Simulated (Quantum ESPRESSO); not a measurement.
# Simulated XPS, UPS and emission spectra of NbP, part 2 of 2

What would valence photoemission of NbP look like, and what sets its shape?

Quantum ESPRESSO 7.5; DFT, PBE, plane waves, ultrasoft GBRV pseudopotentials, scalar-relativistic (the session's first sound run).

So far. Step 11 (With a Hubbard U: bands): Of the bands kept, 1 crosses the Fermi level on this path. Step 12 (With LDA: self-consistent run): The run ends at a pressure of -9.48 GPa, with forces up to 0.011 eV/Å.

### Step 14. Projected DOS and spectra

projwfc.in

```
&projwfc
  prefix = 'pes'
  outdir = './tmp'
  filpdos = 'pes'
  ngauss = 0
  degauss = 0.00735
  DeltaE = 0.05
  Emin = -15.33
  Emax = 26.67
/
```

On the command line:

```bash
> OMP_NUM_THREADS=1 mpirun -n 4 projwfc.x -nk 4 -in projwfc.in > projwfc.out
```

Wall time 3.4 s (4 MPI ranks of Arm Neoverse V2, shared host).

This step gave:

```
share of occupied states in no projected shell : 0.0057 of the occupied states in the window
DOS at the Fermi level                         : 0.4871 states/eV/cell
```

Side by side:

| quantity | this run | base run | difference |
| --- | --- | --- | --- |
| DOS at the Fermi level (states/eV/cell) | 0.4871 | 0.4729 | 0.0142 |

### Step 15. With LDA: bands

bands.in

```
&control
  calculation = 'bands'
  prefix = 'pes'
  outdir = './tmp'
  pseudo_dir = './pp'
  verbosity = 'high'
/
&system
  ibrav = 0
  nat = 4
  ntyp = 2
  ecutwfc = 40.0
  ecutrho = 200.0
  occupations = 'smearing'
  nbnd = 30
  smearing = 'fd'
  degauss = 0.00147
/
&electrons
  conv_thr = 2.4e-08
  mixing_beta = 0.5
  electron_maxstep = 120
  diago_full_acc = .true.
/
ATOMIC_SPECIES
Nb 92.9064 nb_lda_v1.uspp.F.UPF
P 30.9738 p_lda_v1.5.uspp.F.UPF
CELL_PARAMETERS angstrom
 -1.674923254 1.674923254 5.740108176
 1.674923254 -1.674923254 5.740108176
 1.674923254 1.674923254 -5.740108176
ATOMIC_POSITIONS crystal
Nb 0.249880800 0.749880800 0.500000000
Nb 0.499880800 0.499880800 0.000000000
P 0.832747770 0.332747770 0.500000000
P 0.082747770 0.082747770 0.000000000
K_POINTS crystal
94
 0.00000000 0.00000000 0.00000000 1
 0.00000000 0.00000000 0.05000000 1
 0.00000000 0.00000000 0.10000000 1
 0.00000000 0.00000000 0.15000000 1
 0.00000000 0.00000000 0.20000000 1
 0.00000000 0.00000000 0.25000000 1
 ! [... 86 more points ...]
 0.50000000 0.50000000 -0.45425720 1
 0.50000000 0.50000000 -0.50000000 1
```

On the command line:

```bash
> OMP_NUM_THREADS=1 mpirun -n 4 pw.x -nk 4 -in bands.in > bands.out
```

Run time: 74 s. Hardware: 4 MPI ranks; 5 min of CPU time.

Electronic bands along the path, in eV, zero at the Fermi level; # counts the bands kept:

| point | #7 | #8 | #9 | #10 | #11 | #12 | #13 | #14 |
| --- | --- | --- | --- | --- | --- | --- | --- | --- |
| Γ | -2.13 | -1.71 | -1.33 | -1.33 | 0.83 | 1.59 | 2.64 | 3.14 |
| halfway | -3.09 | -1.94 | -0.69 | -0.59 | 0.15 | 1.17 | 1.91 | 3.29 |
| X | -2.81 | -2.81 | -0.41 | -0.41 | 2.94 | 2.94 | 3.05 | 3.05 |
| halfway | -2.83 | -2.83 | -0.40 | -0.40 | 2.95 | 2.95 | 3.04 | 3.04 |
| P | -2.86 | -2.86 | -0.39 | -0.39 | 2.96 | 2.96 | 3.03 | 3.03 |
| halfway | -2.75 | -2.52 | -0.89 | -0.76 | 1.19 | 2.46 | 2.79 | 3.12 |
| N | -2.29 | -1.84 | -1.50 | -0.12 | 0.07 | 1.30 | 2.43 | 2.62 |
| halfway | -1.79 | -1.79 | -1.62 | -0.57 | 0.28 | 1.10 | 1.63 | 2.50 |
| Γ | -2.13 | -1.71 | -1.33 | -1.33 | 0.83 | 1.59 | 2.64 | 3.14 |
| halfway | -2.41 | -2.08 | -0.88 | -0.88 | 0.93 | 1.47 | 2.68 | 2.68 |
| M | -2.66 | -2.66 | -0.49 | -0.49 | 1.19 | 1.19 | 2.29 | 2.29 |
| halfway | -2.60 | -1.89 | -1.56 | 0.04 | 0.32 | 1.22 | 2.10 | 2.67 |
| S | -2.27 | -2.17 | -1.45 | -0.15 | 0.13 | 1.62 | 2.37 | 2.66 |
| jump to S0 | -2.27 | -2.17 | -1.45 | -0.15 | 0.13 | 1.62 | 2.37 | 2.66 |
| halfway | -1.80 | -1.62 | -1.51 | -0.69 | 0.32 | 0.97 | 1.63 | 2.50 |
| Γ | -2.13 | -1.71 | -1.33 | -1.33 | 0.83 | 1.59 | 2.64 | 3.14 |
| jump to X | -2.81 | -2.81 | -0.41 | -0.41 | 2.94 | 2.94 | 3.05 | 3.05 |
| halfway | -2.81 | -2.81 | -0.42 | -0.42 | 2.87 | 2.87 | 3.09 | 3.09 |
| R | -2.79 | -2.79 | -0.46 | -0.46 | 2.74 | 2.74 | 3.12 | 3.12 |
| jump to G | -2.79 | -2.79 | -0.46 | -0.46 | 2.74 | 2.74 | 3.12 | 3.12 |
| halfway | -2.66 | -2.66 | -0.99 | -0.99 | 1.66 | 1.66 | 2.32 | 2.32 |
| M | -2.66 | -2.66 | -0.49 | -0.49 | 1.19 | 1.19 | 2.29 | 2.29 |

Of the bands kept, 2 cross the Fermi level on this path.

### Step 16. Other settings: self-consistent run

Against step 2, at the same geometry, the cutoff, the density grid and the solver change.

This step: DFT, PBE, plane waves, ultrasoft GBRV pseudopotentials, scalar-relativistic; changed: diagonalization = "cg", ecutwfc = 30 (Quantum ESPRESSO 7.5).

Other settings are tried.

scf.in

```
&control
  calculation = 'scf'
  prefix = 'pes'
  outdir = './tmp'
  pseudo_dir = './pp'
  tprnfor = .true.
  tstress = .true.
/
&system
  ibrav = 0
  nat = 4
  ntyp = 2
  ecutwfc = 30.0
  ecutrho = 150.0
  occupations = 'smearing'
  nbnd = 30
  smearing = 'fd'
  degauss = 0.00147
/
&electrons
  conv_thr = 2.4e-08
  mixing_beta = 0.5
  electron_maxstep = 120
  diagonalization = 'cg'
/
ATOMIC_SPECIES
Nb 92.9064 nb_pbe_v1.uspp.F.UPF
P 30.9738 p_pbe_v1.5.uspp.F.UPF
CELL_PARAMETERS angstrom
 -1.674923254 1.674923254 5.740108176
 1.674923254 -1.674923254 5.740108176
 1.674923254 1.674923254 -5.740108176
ATOMIC_POSITIONS crystal
Nb 0.249880800 0.749880800 0.500000000
Nb 0.499880800 0.499880800 0.000000000
P 0.832747770 0.332747770 0.500000000
P 0.082747770 0.082747770 0.000000000
K_POINTS automatic
10 10 10 0 0 0
```

On the command line:

```bash
> OMP_NUM_THREADS=1 mpirun -n 4 pw.x -nk 4 -in scf.in > scf.out
```

It took 64 s on 4 MPI ranks.

Residual by cycle:

cycle, log10 residual and a bar from the least value:
```
        1        0.9 ##############################
        2        0.5 ############################
        3       -1.1 #######################
        4       -2.0 ###################
        5       -2.7 #################
        6       -3.7 #############
        7       -4.2 ###########
        8       -5.0 ########
        9       -6.4 ###
       10       -7.1
```

The run finished with changed settings (diagonalization = "cg" and ecutwfc = 30); it serves as a test.

### Step 17. Other settings: levels for the DOS

nscf.in

```
&control
  calculation = 'nscf'
  prefix = 'pes'
  outdir = './tmp'
  pseudo_dir = './pp'
  verbosity = 'high'
/
&system
  ibrav = 0
  nat = 4
  ntyp = 2
  ecutwfc = 30.0
  ecutrho = 150.0
  occupations = 'smearing'
  nbnd = 30
  smearing = 'fd'
  degauss = 0.00147
/
&electrons
  conv_thr = 2.4e-08
  mixing_beta = 0.5
  electron_maxstep = 120
  diagonalization = 'cg'
  diago_full_acc = .true.
/
ATOMIC_SPECIES
Nb 92.9064 nb_pbe_v1.uspp.F.UPF
P 30.9738 p_pbe_v1.5.uspp.F.UPF
CELL_PARAMETERS angstrom
 -1.674923254 1.674923254 5.740108176
 1.674923254 -1.674923254 5.740108176
 1.674923254 1.674923254 -5.740108176
ATOMIC_POSITIONS crystal
Nb 0.249880800 0.749880800 0.500000000
Nb 0.499880800 0.499880800 0.000000000
P 0.832747770 0.332747770 0.500000000
P 0.082747770 0.082747770 0.000000000
K_POINTS automatic
16 16 16 0 0 0
```

On the command line:

```bash
> OMP_NUM_THREADS=1 mpirun -n 4 pw.x -nk 4 -in nscf.in > nscf.out
```

It took 3.2 min on 4 MPI ranks; 13 min of CPU time.

The run finished with changed settings (diagonalization = "cg" and ecutwfc = 30); it serves as a test.

### Step 18. Projected DOS and spectra

projwfc.in, as its differences from that of step 14:

```diff
@@ -7,4 +7,4 @@
   DeltaE = 0.05
-  Emin = -15.33
-  Emax = 26.67
+  Emin = -15.07
+  Emax = 26.93
 /
```

On the command line:

```bash
> OMP_NUM_THREADS=1 mpirun -n 4 projwfc.x -nk 4 -in projwfc.in > projwfc.out
```

Run time: 3.1 s. Hardware: 4 MPI ranks.

The run finished with changed settings (diagonalization = "cg" and ecutwfc = 30); it serves as a test.

Side by side:

| quantity | this run | sound run | difference |
| --- | --- | --- | --- |
| share of occupied states in no projected shell (of the occupied states in the window) | 0.0061 | 0.0062 | -1.0e-4 |
| DOS at the Fermi level (states/eV/cell) | 0.4737 | 0.4729 | 8.0e-4 |

### Step 19. Other settings: self-consistent run: diagonalization = "rmm-davidson"

This step: DFT, PBE, plane waves, ultrasoft GBRV pseudopotentials, scalar-relativistic; changed: diagonalization = "rmm-davidson" (Quantum ESPRESSO 7.5).

Some settings are changed to see whether the read-outs move.

scf.in, as its differences from that of step 16:

```diff
@@ -12,4 +12,4 @@
   ntyp = 2
-  ecutwfc = 30.0
-  ecutrho = 150.0
+  ecutwfc = 40.0
+  ecutrho = 200.0
   occupations = 'smearing'
@@ -23,3 +23,3 @@
   electron_maxstep = 120
-  diagonalization = 'cg'
+  diagonalization = 'rmm-davidson'
 /
```

On the command line:

```bash
> OMP_NUM_THREADS=1 mpirun -n 4 pw.x -nk 4 -in scf.in > scf.out
```

Elapsed: 41 s, on 4 MPI ranks.

This step gave:

```yaml
free_energy: -3635.4975 eV
fermi_energy: 14.93 eV
pressure: -1.338 GPa
```

Against step 2 (now other solver), the free energy stays within 0.05 meV an atom and the pressure goes from -1.37 GPa to -1.34 GPa. The two runs end at the same energy.

### Step 20. What came out

```
least gap on the mesh and the path                           : under 0.05 eV or none
strongest listed peak within 13 eV of the zero, at 1486.7 eV : 0.7 eV binding, mostly Nb 4d
strongest listed peak within 13 eV of the zero, at 21.2 eV   : 0.7 eV binding, mostly Nb 4d
Nb 4d centre of the filled part                              : -3.08 eV (4.3 states an atom)
PBE                                                          : no clear gap, highest Al Kα peak within 13 eV at 0.7 eV (Nb 4d)
+U                                                           : no clear gap, highest Al Kα peak within 13 eV at 0.7 eV (Nb 4d)
LDA                                                          : no clear gap, highest Al Kα peak within 13 eV at 0.7 eV (Nb 4d)
```

In words: NbP is without a gap at the base level, and its valence spectrum changes with photon energy as the shells' cross sections do. At 21.2 eV the valence spectrum has its highest listed peaks within 10.8 eV at 0.7 eV (Nb 4d), 2.5 eV (Nb 4d) and 5.2 eV (Nb 4d). At 1486.7 eV the valence spectrum has its highest listed peaks within 13 eV at 0.7 eV (Nb 4d), 2.6 eV (Nb 4d), 5.2 eV (Nb 4d) and 10.3 eV (P 3s). The shell named is the one with most of the intensity, cross sections included, not always the one with most states there. In the main run, from 1486.7 eV towards hard X-rays the P 3s share grows by 21 points, as its cross section falls more slowly with photon energy than those of the shells it gains on. At 21.2 eV the area is led by Nb 4d (94 %), at 5414.7 eV by Nb 4d (42 %). Kohn–Sham levels aren't quasiparticle energies, so peak positions are approximate. Each run has its own recipe for the spectra (widths, photon energies, in some runs the light), so peak heights and places can differ between runs for that reason too. The structure comes from a computed Materials Project entry, not from a measurement.

[Logs are printed without paths, hosts, clocks, repeated set-up lines and the standing remarks that a program may print on its own settings, such as how far it seeks lower states.]

[Hosts, paths, dates, database ids (printed as entryN), source tags and the programs' standing remarks are cut or masked in the printed files.]

[Maps of the electrostatic potential energy from Ansatz leave out the sawtooth potential of an applied field or a dipole correction, so their vacuum need not be flat; work functions include it.]

[Peak lists hold at most the 14 tallest peaks of each spectrum; further lines can be left out.]
